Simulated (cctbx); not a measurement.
**Accept or mend?**

Cell a = 3.7600 Å, b = 3.7600 Å, c = 8.4790 Å, α = 90.00°, β = 90.00°, γ = 90.00°; space group P4/mmm (no. 123). The compound is TaAl4V2Mo.

Simulated single-crystal data (cctbx): Mo Kα, λ = 0.71073 Å, to d = 0.6 Å, 80 % of the full sphere, strongest reflection 20000 counts, noise from counting, a 6 % proportional error and a noise floor of 15 counts (s.d.); no absorption, and some extinction, which the refinements don't model.

An anisotropic refinement with weights 1/σ² prints:

```text
Rint 0.052, 220 unique reflections to 0.60 A
cycle     R1     wR2    GooF  max shift (A)
   1  0.0432  0.1199   4.381   0.00075
   2  0.0204  0.0437   1.596   0.00000
final R1 0.0204 wR2 0.0437 GooF 1.596  parameters 12  data/parameter 18.3
atom        x        y        z      Ueq    occ   su(xyz)  su(Uiso or U11)
Ta1    0.50000  0.50000  0.50000   0.0029  1.000  0.00000  0.0001
Mo1    0.00000  0.00000  0.00000   0.0078  1.000  0.00000  0.0002
V1     0.00000  0.00000  0.50000   0.0031  1.000  0.00000  0.0003
V2     0.50000  0.50000  0.00000   0.0047  1.000  0.00000  0.0003
Al1    0.00000  0.50000  0.74797   0.0061  1.000  0.00013  0.0006
difference map: max 1.20 min -4.60 rms 0.39
Q1    0.0000  0.0000  0.1622    2    1.23  1.37 A from Mo1
Q2    0.5000  0.5000  0.3417    2    0.99  1.34 A from Ta1
Q3    0.2739  0.2739  0.1639    8    0.87  1.53 A from Al1
Q4    0.2763  0.2763  0.3302    8    0.79  1.49 A from Al1
Q5    0.5000  0.5000  0.1677    2    0.71  1.42 A from V2
Q6    0.1577  0.1577  0.0584    8    0.66  0.97 A from Mo1
```

Q: Accept it or mend it, and why?

Mend it. The fault: anomalous dispersion left out. Against the right model at the same level, R1 goes from 0.0149 to 0.0204 and GooF from 1.02 to 1.60, U of Mo1 swells from 0.0049 to 0.0078 Å² and a hole of -4.6 e/Å³ opens. No atom is wrong: without f′ and f″ the atoms near an edge get the wrong scattering power, which U and the scale absorb. The signs are weak, and the output alone doesn't single this fault out.

The compound is TaAl4V2Mo. The right model at the same level gives:

```text
Rint 0.052, 220 unique reflections to 0.60 A
cycle     R1     wR2    GooF  max shift (A)
   1  0.0171  0.0354   1.293   0.00008
   2  0.0149  0.0279   1.020   0.00000
final R1 0.0149 wR2 0.0279 GooF 1.020  parameters 12  data/parameter 18.3
atom        x        y        z      Ueq    occ   su(xyz)  su(Uiso or U11)
Ta1    0.50000  0.50000  0.50000   0.0029  1.000  0.00000  0.0001
Mo1    0.00000  0.00000  0.00000   0.0049  1.000  0.00000  0.0001
V1     0.00000  0.00000  0.50000   0.0043  1.000  0.00000  0.0002
V2     0.50000  0.50000  0.00000   0.0059  1.000  0.00000  0.0002
Al1    0.00000  0.50000  0.74787   0.0067  1.000  0.00009  0.0004
difference map: max 1.10 min -1.69 rms 0.32
Q1    0.0000  0.0000  0.1609    2    1.12  1.36 A from Mo1
Q2    0.5000  0.5000  0.3415    2    0.89  1.34 A from Ta1
Q3    0.2644  0.2644  0.1665    8    0.81  1.52 A from Al1
Q4    0.5000  0.5000  0.1653    2    0.80  1.40 A from V2
Q5    0.2722  0.2722  0.3314    8    0.78  1.49 A from Al1
Q6    0.1847  0.1847  0.0651    8    0.66  1.13 A from Mo1
```

The model was made for the exercise: a known structure type with other elements put in, its volume estimated, not relaxed; displacement parameters are assumed.

[Middle refinement cycles are left out of these outputs.]

[Logs are printed without paths, hosts, clocks, repeated set-up lines and the standing remarks that a program may print on its own settings, such as how far it seeks lower states.]
